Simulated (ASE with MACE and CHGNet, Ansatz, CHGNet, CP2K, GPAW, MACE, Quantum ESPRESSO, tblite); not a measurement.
# Running Ge(111) slab, H on both faces (54 atoms) with machine-learned potentials

How do the settings of machine-learned potentials change the result for Ge(111) slab, H on both faces (54 atoms)? A plane-wave run serves as the yardstick.

Calculated with ASE with MACE and CHGNet; the method is named at each step.

## (1) Set-up

The cell holds 54 atoms: 36 Ge and 18 H. Its edges and angles: a = 12.002 Å, b = 12.002 Å, c = 19.143 Å, α = 90.0°, β = 90.0°, γ = 120.0°. It derives from Ge (diamond-structure). Diamond-structure Ge (a = 5.658 Å), (111) slab of 4 atomic planes, 3 x 3 surface cells, H on the broken bonds of both faces, 12 Å of vacuum; displaced by a Gaussian of 0.02 Å. Then every atom was moved at random, 0.02 Å r.m.s. a Cartesian component (hydrogen 0.6 of that). Regions: slab, 36 atoms (36 Ge); hydrogen, 18 atoms (18 H). Vacuum lies along c.

The yardstick, on the same geometry:

```
method                                           : Kohn-Sham DFT, PBE, SSSP efficiency 1.3.0 pseudopotentials, plane waves (Quantum ESPRESSO 7.5); sssp-pbe-1.3.0-efficiency, cutoffs 45/360 Ry, Γ point
r.m.s. force component                           : 0.5361 eV/Å
longest force                                    : 2.246 eV/Å
gap (highest filled to lowest empty level) : 0.6927 eV
time                                             : 3.2 min on 4 MPI ranks of Arm Neoverse V2, shared host
CPU time                                         : 13 min
```

## (2) MACE MP-0b3 medium potential

Method: machine-learned interatomic potential MACE MP-0b3 medium, trained on PBE(+U) plane-wave data.

Contents of run.py:

```python
import numpy as np
from ase.io import read
import mlip  # loads the published weights by name

atoms = read("structure.xyz")
atoms.calc = mlip.calc("mace-mp-0b3-medium")
energy = atoms.get_potential_energy()
forces = atoms.get_forces()
print(f"energy {energy:.6f} eV")
print("forces (eV/A)")
for i, (a, f) in enumerate(zip(atoms, forces)):
    print(f"{i:4d} {a.symbol:2s} {f[0]:10.5f} {f[1]:10.5f} {f[2]:10.5f}")
```

Contents of structure.xyz:

```xyz
54
Lattice="12.00243 0.00000 0.00000 -6.00122 10.39441 0.00000 0.00000 0.00000 19.14331" Properties=species:S:1:pos:R:3 pbc="T T T"
Ge -0.02875 9.23845 8.30207
Ge 8.02044 0.03378 7.53117
Ge -2.01551 8.09423 11.66268
Ge 0.04813 9.21090 10.77558
Ge 1.97824 5.76557 8.38841
Ge 4.02963 6.94066 7.54802
Ge 0.02148 4.58872 11.60984
Ge 2.01070 5.83968 10.81061
Ge 3.99470 9.26069 8.35337
Ge -5.98952 10.38620 7.49518
Ge 2.04017 8.08124 11.57213
Ge 4.00899 9.23471 10.77730
Ge 4.01079 2.30039 8.35510
Ge 6.02192 3.42506 7.53462
Ge 2.01941 1.18663 11.60965
Ge 4.03984 2.27648 10.78170
Ge 5.95764 5.75143 8.32600
Ge 8.00964 6.88786 7.49173
Ge 4.03960 4.66678 11.59721
Ge 6.00325 5.77409 10.79281
Ge -3.97617 9.23523 8.38381
Ge -2.01419 10.37352 7.53385
Ge 6.02162 8.09932 11.59740
Ge -3.99627 9.21101 10.78381
Ge 7.97537 2.34269 8.34457
Ge 9.96964 3.49574 7.51796
Ge 6.01952 1.14785 11.63798
Ge 8.04169 2.28459 10.75318
Ge -2.00843 5.78439 8.32849
Ge 0.01170 6.94399 7.52830
Ge 7.99188 4.61439 11.60640
Ge -1.98256 5.75850 10.78726
Ge -0.07394 2.34893 8.37864
Ge 2.02313 3.42808 7.50456
Ge 10.00883 1.17519 11.67589
Ge -0.01386 2.26796 10.77041
H 1.99414 10.39389 5.98133
H -1.97530 8.11751 13.13403
H 3.99122 6.90698 5.99722
H -0.02215 4.64932 13.14897
H 11.96528 0.00967 6.02593
H 1.99060 8.07708 13.16141
H 6.02564 3.43296 5.97654
H 1.99072 1.11324 13.13901
H 7.97027 6.88266 5.98343
H 4.01475 4.63248 13.15433
H 4.01049 0.02869 5.98707
H 6.00583 8.10691 13.15701
H -1.98040 3.47485 6.05579
H 6.00890 1.17103 13.13576
H -0.03631 6.90948 5.99147
H 8.02344 4.59734 13.17711
H 1.99408 3.51144 5.97769
H 9.98992 1.14099 13.12944
```

Started as:

```console
$ OMP_NUM_THREADS=1 python run.py > output.txt
```

What it wrote:

```text
energy -220.347669 eV
forces (eV/A)
   0 Ge    0.46107    0.14325    0.54325
   1 Ge   -0.31008   -0.11914   -0.21597
   2 Ge    0.37345   -0.20817   -1.15915
   3 Ge   -0.51177    0.19063   -0.26877
   4 Ge    0.36601   -0.04633   -0.12740
   5 Ge   -0.63816   -0.02413   -0.26060
   6 Ge    0.03315    0.12824   -0.00792
   7 Ge   -0.02405   -0.80308   -0.25200
   8 Ge    0.22263   -0.03978    0.11277
   9 Ge   -0.01803    0.26050    1.25987
  10 Ge   -0.14038    0.33591    0.99761
  11 Ge    0.21256    0.40035   -0.06332
  12 Ge    0.04190   -0.21190    0.14892
  13 Ge   -0.48493    0.32518   -0.48558
  14 Ge   -0.07983   -0.47051   -0.14667
  15 Ge   -0.10147    0.55009   -0.07309
  16 Ge    0.57329   -0.06308    0.44402
  17 Ge   -0.33626    0.36450    0.51491
  18 Ge   -0.39038   -0.53905    0.27564
  19 Ge    0.22027    0.23907   -0.48557
  20 Ge   -0.30216   -0.33711   -0.23827
  21 Ge   -0.02164    0.29003   -0.27764
  22 Ge   -0.17977   -0.17239    0.36121
  23 Ge    0.13314    0.50591    0.05900
[...]
46 H    -0.03192   -0.02726   -0.36883
  47 H     0.01053    0.00390    0.22468
  48 H     0.04360   -0.02351   -1.66162
  49 H    -0.00232    0.00651    1.05498
  50 H     0.03967   -0.00363   -0.49944
  51 H    -0.01928    0.00667    0.09538
  52 H     0.01211   -0.02019   -0.60025
  53 H    -0.01946   -0.00368    1.81568
```

Run time: 6.9 s. Hardware: 1 thread of Arm Neoverse V2, shared host; peak memory 0.7 GiB.

Banners, paths, timers and routine set-up lines are dropped from the logs unmarked, and long logs keep their key lines alone; longer cuts are marked.

Compared with the plane-wave run:

```
r.m.s. force component                  : 0.4377 eV/Å
r.m.s. difference of force components   : 263 meV/Å
longest difference of force vectors     : 775.9 meV/Å
force difference over r.m.s. force      : 49.06 %
slope of forces against the reference's : 0.713
correlation of force components         : 0.8732
```

Length of the force difference by element (eV/Å):

```tsv
element	atoms	mean	most
Ge	36	0.51	0.78
H	18	0.28	0.39
```

Local excerpt of 11 atoms (numbers count through the whole input) about H54, which bears the longest force; x, y, z are measured from there.

```tsv
atom	x	y	z	distance (Å)	bonds	Fx	Fy	Fz (eV/Å)
H54	0.00	0.00	0.00	0.00	1	-0.02	0.00	1.82
Ge35	0.02	0.03	-1.45	1.45	4	0.02	-0.38	-1.42
Ge28	-1.95	1.14	-2.38	3.28	4	-0.30	0.20	0.16
Ge12	0.02	-2.30	-2.35	3.29	4	0.21	0.40	-0.06
Ge36	2.00	1.13	-2.36	3.29	4	0.14	0.26	0.13
H52	-1.97	3.46	0.05	3.98	1	-0.02	0.01	0.10
H48	2.02	-3.43	0.03	3.98	1	0.01	0.00	0.22
H50	-3.98	0.03	0.01	3.98	1	0.00	0.01	1.05
H42	-2.00	-3.46	0.03	3.99	1	0.03	0.01	-0.12
H44	4.00	-0.03	0.01	4.00	1	0.01	0.04	0.58
H40	1.99	3.51	0.02	4.03	1	0.00	-0.03	0.46
```

Atoms are counted from 1 here, from 0 in the log.

Forces lie 49 % from the reference's, at 0.0081 times its CPU time (on 1 against 4 cores).

## (3) CHGNet r2SCAN potential

Method: machine-learned interatomic potential CHGNet r2SCAN, trained on r2SCAN plane-wave data.

run.py: that of step 2 with these lines changed.

```diff
@@ -5,3 +5,3 @@
 atoms = read("structure.xyz")
-atoms.calc = mlip.calc("mace-mp-0b3-medium")
+atoms.calc = mlip.calc("chgnet-r2scan")
 energy = atoms.get_potential_energy()
```

structure.xyz is that of step 2.

What it wrote:

```text
CHGNet vr2scan initialized with 412,525 parameters
CHGNet will run on cpu
energy -556.249390 eV
forces (eV/A)
   0 Ge    0.18254    0.02561   -0.07872
   1 Ge   -0.10015   -0.05854   -0.10544
   2 Ge    0.11582   -0.09726   -1.26686
   3 Ge   -0.19446    0.07138    0.21047
   4 Ge    0.15173    0.01841   -0.38813
   5 Ge   -0.19999   -0.05196   -0.04828
   6 Ge   -0.07944    0.05383   -0.00704
   7 Ge    0.02511   -0.29743    0.19179
   8 Ge    0.10286   -0.02457   -0.27866
   9 Ge   -0.00654    0.08723    1.32067
  10 Ge   -0.04617    0.10198    0.36980
  11 Ge    0.03817    0.08918    0.27606
  12 Ge   -0.05821   -0.05487   -0.27605
  13 Ge   -0.13771    0.07595   -0.13375
  14 Ge    0.00530   -0.16824   -0.17985
  15 Ge   -0.10720    0.22529    0.29667
  16 Ge    0.21794    0.04922   -0.18233
  17 Ge   -0.06852    0.10259    0.56979
  18 Ge   -0.04015   -0.13765    0.14524
  19 Ge    0.02289   -0.01394    0.15817
  20 Ge   -0.11571   -0.07813   -0.40256
  21 Ge    0.00954    0.03065    0.01253
  22 Ge   -0.02978   -0.03271    0.14067
  23 Ge    0.04584    0.17133    0.34737
[...]
46 H     0.00272   -0.00566    0.15197
  47 H    -0.00144   -0.00610   -0.30203
  48 H     0.04304   -0.01396   -1.25969
  49 H     0.00073    0.01169    0.55217
  50 H    -0.00830   -0.00090    0.08549
  51 H     0.00176   -0.00230   -0.48650
  52 H    -0.00648    0.00624    0.04887
  53 H    -0.02126   -0.03522    1.33767
```

Wall time 3 s (1 thread); peak memory 0.52 GiB.

Numbers from this run, and their distance from the reference:

```yaml
r_m_s_force_component: 0.3346 eV/Å
r_m_s_difference_of_force_components: 274.5 meV/Å
longest_difference_of_force_vectors: 864.8 meV/Å
force_difference_over_r_m_s_force: 51.2 %
slope_of_forces_against_the_reference_s: 0.5637
correlation_of_force_components: 0.9031
```

Against the first run (49 %), the force difference from the reference is 51 %, at 0.44 times the CPU time; this potential was trained at another functional than the reference's, which explains only part of so large a difference.

## (4) MACE MP-0b2 small potential

Method: machine-learned interatomic potential MACE MP-0b2 small, trained on PBE(+U) plane-wave data.

run.py: that of step 3 with these lines changed.

```diff
@@ -5,3 +5,3 @@
 atoms = read("structure.xyz")
-atoms.calc = mlip.calc("chgnet-r2scan")
+atoms.calc = mlip.calc("mace-mp-0b2-small")
 energy = atoms.get_potential_energy()
```

structure.xyz is that of step 3.

What it wrote:

```text
energy -217.003453 eV
forces (eV/A)
   0 Ge    0.47428    0.16546    0.20986
   1 Ge   -0.33057   -0.10453   -0.09782
   2 Ge    0.34857   -0.16643   -1.36068
   3 Ge   -0.52017    0.19866    0.05707
   4 Ge    0.34679   -0.07649   -0.49462
   5 Ge   -0.61950    0.02237   -0.22266
   6 Ge    0.09819    0.12864   -0.12900
   7 Ge   -0.04719   -0.90665    0.13239
   8 Ge    0.21038   -0.03349   -0.31178
   9 Ge   -0.00682    0.22227    1.46602
  10 Ge   -0.11438    0.33606    0.99926
  11 Ge    0.22286    0.44678    0.31492
  12 Ge    0.01445   -0.18466   -0.25215
  13 Ge   -0.47135    0.33133   -0.39204
  14 Ge   -0.09753   -0.46053   -0.29324
  15 Ge   -0.11028    0.55078    0.31390
  16 Ge    0.60910   -0.09205    0.14299
  17 Ge   -0.36449    0.31496    0.69730
  18 Ge   -0.47548   -0.52999    0.16830
  19 Ge    0.30080    0.26683   -0.13455
  20 Ge   -0.35766   -0.32598   -0.69204
  21 Ge    0.03555    0.32216   -0.18184
  22 Ge   -0.19227   -0.17710    0.26374
  23 Ge    0.15198    0.50180    0.46347
[...]
46 H    -0.04936   -0.01976   -0.05125
  47 H     0.00716   -0.00677   -0.09777
  48 H     0.01232   -0.01179   -1.41686
  49 H     0.01361   -0.00208    0.76298
  50 H     0.04176   -0.01415   -0.19157
  51 H    -0.03177   -0.00642   -0.24048
  52 H     0.01074   -0.02077   -0.30901
  53 H    -0.01706   -0.00105    1.57390
```

Run time: 5.3 s. Hardware: 1 thread; peak memory 0.67 GiB.

Against the reference:

* r.m.s. force component: 0.4318 eV/Å
* r.m.s. difference of force components: 149.2 meV/Å
* longest difference of force vectors: 550 meV/Å
* force difference over r.m.s. force: 27.83 %
* slope of forces against the reference's: 0.7857
* correlation of force components: 0.9754

Against the first run (49 %), the force difference from the reference is 28 %, at 0.85 times the CPU time.

The difference per atom is largest on Ge (0.28 eV/Å on average, against 0.060 on H).

## (5) The ladder

Differences are against the plane-wave reference, forces as r.m.s. over components; share is that over the reference's r.m.s. force, slope the least-squares factor from reference forces to these. Total energies of different programs have different zeros and aren't compared.

```tsv
run	Δ force, r.m.s. (meV/Å)	share (%)	slope	cores	CPU time	memory (GiB)
reference	-	-	-	4	13 min	5.4
MACE MP-0b3 medium potential	263	49.1	0.713	1	6.2 s	0.7
CHGNet r2SCAN potential	274	51.2	0.564	1	2.8 s	0.52
MACE MP-0b2 small potential	149	27.8	0.786	1	5.3 s	0.67
```

Times of the machine-learned potentials are mostly Python's start and the loading of weights.

CPU time is summed over cores on a shared host, where runs went side by side, so it is rough. Symmetry, cutoffs, thresholds, outputs and thread counts weren't matched or tuned between programs; memory under MPI is the largest rank's times the ranks.

A second geometry, displaced anew (every atom was moved at random, 0.08 Å r.m.s. a Cartesian component (hydrogen 0.6 of that)), gives an energy difference that all programs can be tested on. The reference puts it at 107.1 meV/atom.

```tsv
run	energy less the first geometry's (meV/atom)	error (meV/atom)	force share at the second geometry (%)
MACE MP-0b3 medium potential	87.03	-20.1	24.2
CHGNet r2SCAN potential	43.71	-63.4	52.8
MACE MP-0b2 small potential	90.73	-16.4	18.6
```

## (6) What came out

```
nearest in forces : MACE MP-0b2 small potential, 28 %
its CPU time      : 5.3 s
```

**Reading.** Machine-learned potentials differ by 28 % (MACE MP-0b2 small potential) to 51 % (CHGNet r2SCAN potential); they were trained on other programs' data, some at another functional. Among those trained on PBE data the slope goes as low as 0.71, with a correlation of 0.87, so directions differ as well as sizes. The energy difference between the two geometries, 107 meV/atom in the reference, is met best by MACE MP-0b2 small potential (-16.4) and worst by CHGNet r2SCAN potential (-63.4). Machine-learned potentials mimic data converged in k, so the reference's own k-point error enters their differences. The electronic-structure runs sample only Γ, in a cell whose shortest periodic width is 10 Å.

[Also dropped from logs without a mark: logging warnings of Python, and SIESTA's first energy breakdown and zero terms.]

[Logs are printed without paths, hosts, clocks, repeated set-up lines and the standing remarks that a program may print on its own settings, such as how far it seeks lower states.]

[Hosts, paths, dates, database ids (printed as entryN), source tags and the programs' standing remarks are cut or masked in the printed files.]
